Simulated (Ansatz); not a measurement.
# Lattice dynamics of Ir(111) slab, 3 layers, part 2 of 3

Task: relax Ir(111) slab, 3 layers, then find its harmonic phonons.

Ansatz 0.2.0; DFT PBEsol, scalar-relativistic, plane waves, PAW; PAW set soft_1.

So far. Step 2 (Rough relaxation): The program solves this slab on a cell height of its own, 32.7 Å, in place of the one typed.

## 4. Tight relaxation

Phonons need a cell at rest on their own settings, so the relaxation is repeated with tight tolerances on forces and stress on the k mesh and occupations of the first response run.

The input, input.yaml:

```yaml
crystal:
  lattice:
    - [2.6643074582, 2.8325e-06, 0.0]
    - [-1.3321561822, 2.3073565261, 0.0]
    - [0.0, 0.0, 32.6680736092]
  atoms:
    - { symbol: Ir, position: [0.0, 0.0, 0.2002191798] }
    - { symbol: Ir, position: [0.3333333333, 0.6666666667, 0.2668362115] }
    - { symbol: Ir, position: [0.6666666667, 0.3333333333, 0.3334532432] }
  periodic: [true, true, false]
kpoints:
  mp_grid: { grid: [18, 18, 1] }
hamiltonian:
  xc: pbesol
  pseudopotentials: { kind: paw, azcp: { folder: soft_1 }, xc_functional: pbe }
scf:
  occupations: { method: methfessel_paxton, width: 0.2 }
output:
  forces: true
  stress: true
  eigenvalues: true
  write_density: true
  write_potential: true
  elf: true
  volumetric_format: npy
relax:
  adjacent_minimum: "off"
  f_tol: 0.001
  max_steps: 60
  cell: { stress_2d_tol: 0.002 }
```

Run with:

```console
> ansatz run input.yaml --threads 4 --pin off --max-ram 16384MiB --backend cpu --events-out ev --progress --plain --runs-dir out
```

Numbers of over 12 decimals in the logs are rounded to 6 here.

Log:

```text
[...]
Crystal: 3 atoms, lattice volume = 200.827 Å³
Basis set: ecut = 420 eV, 3991 PW (Γ), exchange–correlation on 36×36×450 points (8 copies of the dense FFT grid, shifted against one another)
Bands: 31, of which v1, the nominal top of the filled ones, is band 26 counted from 1 (25 counted from 0)
Symmetry: 12 space group operations
[...]
k-points: 37 of 324
[...]
--- Relaxed structure (3 steps of the walk, 2 accepted, 1 SCFs on fresh bases) ---
[...]
cell:  # Å, volume = 200.8340 Å³
    - [2.664352, 2.832594983827656e-6, 0]
    - [-1.332178, 2.307395, 0]
    - [0, 0, 32.6680736092]
  atoms:
    - { symbol: Ir, position: [0, 0, 0.200243] }
    - { symbol: Ir, position: [0.333333, 0.666667, 0.266836] }
    - { symbol: Ir, position: [0.666667, 0.333333, 0.333429] }
[key lines of the parts left out:]
SCF converged after 8 iterations
Free energy (F): -35399.235408 eV
Fermi energy:    -5.490248 eV
P = ½ c Tr σ = 0.0013 N/m
```

It took 18 s on 4 threads of Arm Neoverse V2, shared host; peak memory 0.6 GiB; 69 s of CPU time.

Little changed from the start: no atom moved by 0.005 Å and no cell edge by 0.1 %.

Electrostatic potential energy in the ac plane at fractional y = 0.000, with atoms of Ir within 0.2 Å of it. With pseudopotentials it is smooth inside the atoms' cores, unlike the true potential.

Values in eV, 24 rows by 14 columns, each cell a mean:
```
  0   0   0   0   0   0   0   0   0   0   0   0   0   0
  0   0   0   0   0   0   0   0   0   0   0   0   0   0
  0   0   0   0   0   0   0   0   0   0   0   0   0   0
  0   0   0   0   0   0   0   0   0   0   0   0   0   0
  0   0   0   0   0   0   0   0   0   0   0   0   0   0
  0   0   0   0   0   0   0   0   0   0   0   0   0   0
  0   0   0   0   0   0   0   0   0   0   0   0   0   0
  0   0   0   0   0   0   0   0   0   0   0   0   0   0
  0   0   0   0   0   0   0   0   0   0   0   0   0   0
  0   0   0   0   0   0   0   0   0   0   0   0   0   0
  0   0   0   0   0   0   0   0   0   0   0   0   0   0
  0   0   0   0   0   0   0   0   0   0   0   0   0   0
  0   0   0   0   0   0   0   0   0   0   0   0   0   0
  0   0   0   0   0   0   0   0   0   0   0   0   0   0
  0   0   0   0  -1  -1  -1  -1  -1  -1  -1   0   0   0
 -4  -4  -5  -8 -12 -18 -22 -23 -22 -18 -12  -8  -5  -4
 -4  -4  -6  -8 -11 -15 -19 -20 -19 -15 -11  -8  -6  -4
 -6  -6  -8 -11 -17 -25 -31 -33 -31 -25 -17 -11  -8  -6
-26 -26 -24 -22 -18 -11  -9  -8  -9 -11 -18 -22 -24 -26
-34 -34 -32 -30 -24 -13  -7  -6  -7 -13 -24 -30 -32 -34
 -2  -2  -2  -1  -1  -1  -1   0  -1  -1  -1  -1  -2  -2
  0   0   0   0   0   0   0   0   0   0   0   0   0   0
  0   0   0   0   0   0   0   0   0   0   0   0   0   0
  0   0   0   0   0   0   0   0   0   0   0   0   0   0
```
Columns run along a (2.7 Å; values clipped at the 3rd and 97th percentile), rows up along c (32.7 Å). Atoms in or near the plane, at fractional coordinates: Ir at (0.00, 0.20).

Valence density in the ac plane at fractional y = 0.000, with atoms of Ir within 0.2 Å of it. It is the smooth field of the valence electrons, not physical close to the nuclei.

Values in e/Å³, 24 rows by 14 columns, each cell a mean:
```
0.0 0.0 0.0 0.0 0.0 0.0 0.0 0.0 0.0 0.0 0.0 0.0 0.0 0.0
0.0 0.0 0.0 0.0 0.0 0.0 0.0 0.0 0.0 0.0 0.0 0.0 0.0 0.0
0.0 0.0 0.0 0.0 0.0 0.0 0.0 0.0 0.0 0.0 0.0 0.0 0.0 0.0
0.0 0.0 0.0 0.0 0.0 0.0 0.0 0.0 0.0 0.0 0.0 0.0 0.0 0.0
0.0 0.0 0.0 0.0 0.0 0.0 0.0 0.0 0.0 0.0 0.0 0.0 0.0 0.0
0.0 0.0 0.0 0.0 0.0 0.0 0.0 0.0 0.0 0.0 0.0 0.0 0.0 0.0
0.0 0.0 0.0 0.0 0.0 0.0 0.0 0.0 0.0 0.0 0.0 0.0 0.0 0.0
0.0 0.0 0.0 0.0 0.0 0.0 0.0 0.0 0.0 0.0 0.0 0.0 0.0 0.0
0.0 0.0 0.0 0.0 0.0 0.0 0.0 0.0 0.0 0.0 0.0 0.0 0.0 0.0
0.0 0.0 0.0 0.0 0.0 0.0 0.0 0.0 0.0 0.0 0.0 0.0 0.0 0.0
0.0 0.0 0.0 0.0 0.0 0.0 0.0 0.0 0.0 0.0 0.0 0.0 0.0 0.0
0.0 0.0 0.0 0.0 0.0 0.0 0.0 0.0 0.0 0.0 0.0 0.0 0.0 0.0
0.0 0.0 0.0 0.0 0.0 0.0 0.0 0.0 0.0 0.0 0.0 0.0 0.0 0.0
0.0 0.0 0.0 0.0 0.0 0.0 0.0 0.0 0.0 0.0 0.0 0.0 0.0 0.0
0.0 0.0 0.0 0.0 0.0 0.0 0.0 0.0 0.0 0.0 0.0 0.0 0.0 0.0
0.3 0.3 0.3 0.4 0.5 0.8 1.0 1.1 1.0 0.8 0.5 0.4 0.3 0.3
0.2 0.3 0.3 0.4 0.5 0.7 0.9 1.0 0.9 0.7 0.5 0.4 0.3 0.3
0.3 0.3 0.4 0.5 0.8 1.1 1.5 1.6 1.5 1.1 0.8 0.5 0.4 0.3
3.3 3.1 2.5 1.6 0.9 0.5 0.4 0.4 0.4 0.5 0.9 1.6 2.5 3.1
5.6 5.2 4.2 2.6 1.3 0.6 0.4 0.3 0.4 0.6 1.3 2.6 4.2 5.2
0.1 0.1 0.1 0.0 0.0 0.0 0.0 0.0 0.0 0.0 0.0 0.0 0.1 0.1
0.0 0.0 0.0 0.0 0.0 0.0 0.0 0.0 0.0 0.0 0.0 0.0 0.0 0.0
0.0 0.0 0.0 0.0 0.0 0.0 0.0 0.0 0.0 0.0 0.0 0.0 0.0 0.0
0.0 0.0 0.0 0.0 0.0 0.0 0.0 0.0 0.0 0.0 0.0 0.0 0.0 0.0
```
Columns run along a (2.7 Å), rows up along c (32.7 Å). Atoms in or near the plane, at fractional coordinates: Ir at (0.00, 0.20).

ELF in the ac plane at fractional y = 0.000, with atoms of Ir within 0.2 Å of it. It is the smooth field of the valence electrons, not physical close to the nuclei.

Values, 24 rows by 14 columns, each cell a mean:
```
0.00 0.00 0.00 0.00 0.00 0.00 0.00 0.00 0.00 0.00 0.00 0.00 0.00 0.00
0.00 0.00 0.00 0.00 0.00 0.00 0.00 0.00 0.00 0.00 0.00 0.00 0.00 0.00
0.00 0.00 0.00 0.00 0.00 0.00 0.00 0.00 0.00 0.00 0.00 0.00 0.00 0.00
0.00 0.00 0.00 0.00 0.00 0.00 0.00 0.00 0.00 0.00 0.00 0.00 0.00 0.00
0.00 0.00 0.00 0.00 0.00 0.00 0.00 0.00 0.00 0.00 0.00 0.00 0.00 0.00
0.00 0.00 0.00 0.00 0.00 0.00 0.00 0.00 0.00 0.00 0.00 0.00 0.00 0.00
0.00 0.00 0.00 0.00 0.00 0.00 0.00 0.00 0.00 0.00 0.00 0.00 0.00 0.00
0.00 0.00 0.00 0.00 0.00 0.00 0.00 0.00 0.00 0.00 0.00 0.00 0.00 0.00
0.00 0.00 0.00 0.00 0.00 0.00 0.00 0.00 0.00 0.00 0.00 0.00 0.00 0.00
0.00 0.00 0.00 0.00 0.00 0.00 0.00 0.00 0.00 0.00 0.00 0.00 0.00 0.00
0.00 0.00 0.00 0.00 0.00 0.00 0.00 0.00 0.00 0.00 0.00 0.00 0.00 0.00
0.00 0.00 0.00 0.00 0.00 0.00 0.00 0.00 0.00 0.00 0.00 0.00 0.00 0.00
0.00 0.00 0.00 0.00 0.00 0.00 0.00 0.00 0.00 0.00 0.00 0.00 0.00 0.00
0.01 0.01 0.01 0.01 0.01 0.01 0.01 0.01 0.01 0.01 0.01 0.01 0.01 0.01
0.15 0.14 0.14 0.14 0.13 0.12 0.12 0.12 0.12 0.12 0.13 0.14 0.14 0.14
0.36 0.35 0.32 0.30 0.30 0.33 0.36 0.37 0.36 0.33 0.30 0.30 0.32 0.35
0.21 0.22 0.23 0.25 0.28 0.32 0.35 0.36 0.35 0.32 0.28 0.25 0.23 0.22
0.28 0.28 0.27 0.27 0.31 0.36 0.40 0.41 0.40 0.36 0.31 0.27 0.27 0.28
0.40 0.41 0.43 0.40 0.34 0.29 0.28 0.29 0.28 0.29 0.34 0.40 0.43 0.41
0.44 0.46 0.48 0.46 0.38 0.31 0.32 0.36 0.32 0.31 0.38 0.46 0.48 0.46
0.11 0.11 0.12 0.12 0.13 0.14 0.15 0.15 0.15 0.14 0.13 0.12 0.12 0.11
0.01 0.01 0.01 0.01 0.01 0.01 0.01 0.01 0.01 0.01 0.01 0.01 0.01 0.01
0.00 0.00 0.00 0.00 0.00 0.00 0.00 0.00 0.00 0.00 0.00 0.00 0.00 0.00
0.00 0.00 0.00 0.00 0.00 0.00 0.00 0.00 0.00 0.00 0.00 0.00 0.00 0.00
```
Columns run along a (2.7 Å), rows up along c (32.7 Å). Atoms in or near the plane, at fractional coordinates: Ir at (0.00, 0.20).

The largest force component left is 0.015 meV/Å, within the tolerances set.

## 5. Linear response at the zone centre

The zone centre comes first: it holds the modes that light can see, as far as symmetry allows. No field response is asked, since the mesh shows no gap.

input.yaml, the sections that differ from step 4:

```yaml
crystal:
  lattice:
    - [2.6643517028, 2.8326e-06, 0.0]
    - [-1.3321783045, 2.307394843, 0.0]
    - [0.0, 0.0, 32.6680736092]
  atoms:
    - { symbol: Ir, position: [0.0, 0.0, 0.2002429657] }
    - { symbol: Ir, position: [0.3333333333, 0.6666666667, 0.2668362115] }
    - { symbol: Ir, position: [0.6666666667, 0.3333333333, 0.3334294573] }
  periodic: [true, true, false]
output:
  eigenvalues: true
phonons:
  method: dfpt
# kpoints, hamiltonian, scf: as in step 4
# relax: removed
```

Log:

```text
Warning: crystal.symmetry: narrowed to the stabiliser of the run's FFT grids — unitary ops 12 → 6. A phonons.method: dfpt run fills in the rows of the dynamical matrix that it does not solve by its symmetry operations, which is exact only for operations that map its FFT grids onto themselves: filled in by any other, the frequencies could depend on the order in which like atoms are typed, or, by more than the grids' own error, on where the crystal sits among the grids' points. Excluded: 6 operations. The run can therefore solve more perturbations, solve them on more k-points, or both, and cost more. [rest of the remark cut]
[...]
Crystal: 3 atoms, lattice volume = 200.834 Å³
Basis set: ecut = 420 eV, 3991 PW (Γ), exchange–correlation on 36×36×450 points (8 copies of the dense FFT grid, shifted against one another)
Bands: 31, of which v1, the nominal top of the filled ones, is band 26 counted from 1 (25 counted from 0)
Symmetry: 12 space group operations
k-points: 91 of 324 (irreducible under 2 space group operations, time reversal used)
[...]
SCF iter   1: F=—  HF=-35399.708684 eV  |F-HF|=—  |Δ(HF+E_count)|=         —  Δρ=2.48e-2  dr2=1.66e0  ethr=3.10e-3  ⟨swp⟩=16.7  Hψ=53185  notcnv=0  defer=110
automatic band count: the SCF goes on with 36 bands, as 31 were too few: they end inside the smearing window of the response
[...]
SCF iter   2: F=—  HF=-35399.689002 eV  |F-HF|=—  |Δ(HF+E_count)|=   1.97e-2  S|Δr|=    0.00e0  Δρ=2.22e-2  dr2=1.72e0  ethr=3.10e-3  ⟨swp⟩=3.9  Hψ=9350  notcnv=0  defer=276
[...]
SCF iter  13: F=-35399.235408 eV  HF=-35399.235408 eV  |F-HF|=2.91e-11  |Δ(HF+E_count)|=  4.51e-10  S|Δr|=    0.00e0  Δρ=3.52e-8  dr2=4.23e-12  ethr=1.00e-12  ⟨swp⟩=30.3  Hψ=33788  notcnv=0
SCF 1 converged in 13 iterations: F = -35399.235408 eV  dr2 = 4.23e-12
[...]
DFPT response loops at Γ: preconditioner auto → none (partly filled bands, converged f_vac=0.739); β = 0.50; Broyden in place of MSR1
SCF converged after 13 iterations
[...]
Free energy (F): -35399.235408 eV
[...]
Internal energy: -35399.231465 eV  (E = F + TS)
E sigma→0 (E₀):  -35399.234423 eV
Entropy (-TS):   -0.003943 eV (-1.314 meV/atom)
Fermi energy:    -5.490251 eV
Step filling:    the computed levels leave a gap of 0.0000 eV = 0.0 smearing widths at the electron count; against every level under it full and every level over it empty, smearing changes F+E_penalty+E_count by -3.406 meV and its σ→0 estimate by -2.420 meV
[...]
--- Band table (eV; the first three rows and the last of 91) ---
  k-point 0: bands = [... 22 lower, -8.6359, -6.8519, -6.6386, -6.6386, -5.7779, -5.7779, -5.4283, -4.7264, ... 6 higher]
  k-point 1: bands = [... 22 lower, -8.5282, -7.1440, -6.6999, -6.6813, -6.0393, -5.7695, -5.4343, -4.7205, ... 6 higher]
  k-point 2: bands = [... 22 lower, -8.2103, -7.6405, -6.9338, -6.8230, -6.5063, -5.7705, -4.8405, -4.7033, ... 6 higher]
  k-point 90: bands = [... 22 lower, -7.2917, -6.8705, -6.0087, -5.0671, -4.2961, -2.0652, -1.4056, 0.3282, ... 6 higher]
  ° read free of the cell's end (the report's vacuum.weakly_bound_levels)
--- Phonons (Γ-DFPT): 6 representative perturbations + reference, on 91 of 324 k-points (Σ response iterations 30) ---
  ASR residual: 2.704e-4 → 0.000e0 eV/Å²; symmetrization residual: 2.944e-4 eV/Å²
  The last average, over the group as it would stand without the narrowing to the FFT grids, took up to 2.306e-5 eV/Å² of the zone centre's force constants
  ASR residual per site (eV/Å²): 2.70e-4 2.68e-4 2.24e-4
  Γ frequencies (cm⁻¹): 0.00 0.00 0.00 66.82 66.82 122.99 122.99 134.96 208.76
  non-analytic LO–TO correction: not included (Born effective charges unavailable; polar crystals: no LO–TO splitting at Γ)
```

It took 2 min on 4 threads; peak memory 1.7 GiB.

In the SCF lines HF is the Harris–Foulkes energy and dr2 the Hartree energy of the density residual, in eV; the loop may stop once dr2 is under the threshold and the program's other checks hold. Hψ counts applications of the Hamiltonian.

Numbers from this step:

| Quantity | Value |
| --- | --- |
| sum-rule residual before enforcement | 2.70e-4 eV/Å² |
| point group | -3m |
| highest optical mode at the zone centre (no LO-TO term) | 208.8 cm⁻¹ |
| lowest optical zone-centre mode | 66.82 cm⁻¹ |

Patterns of degenerate modes are one choice out of their space. Modes at Γ:

```
mode  frequency (cm⁻¹)  symmetry
   1               0.0  acoustic
   2               0.0  acoustic
   3               0.0  acoustic
   4              66.8        Eg
   5              66.8        Eg
   6             123.0        Eu
   7             123.0        Eu
   8             135.0       A1g
   9             208.8       A2u
```

Displacements in mode 4 (66.8 cm⁻¹), the largest set to 1:
```
Ir1  0.00  1.00  0.00
Ir2  0.00  0.00  0.00
Ir3  0.00 -1.00  0.00
```

Displacements in mode 8 (135.0 cm⁻¹), the largest set to 1:
```
Ir1  0.00  0.00  1.00
Ir2  0.00  0.00  0.00
Ir3  0.00  0.00 -1.00
```

Before it was imposed, the acoustic sum rule was missed by 2.7e-4 eV/Å². Small misses are needed for a sound result but don't prove that mesh and cutoff are converged. The lowest optical mode is real, 66.8 cm⁻¹.

(Part 2 of 3 ends here.)

[Logs are printed without paths, hosts, clocks, repeated set-up lines and the standing remarks that a program may print on its own settings, such as how far it seeks lower states.]

[Hosts, paths, dates, database ids (printed as entryN), source tags and the programs' standing remarks are cut or masked in the printed files.]
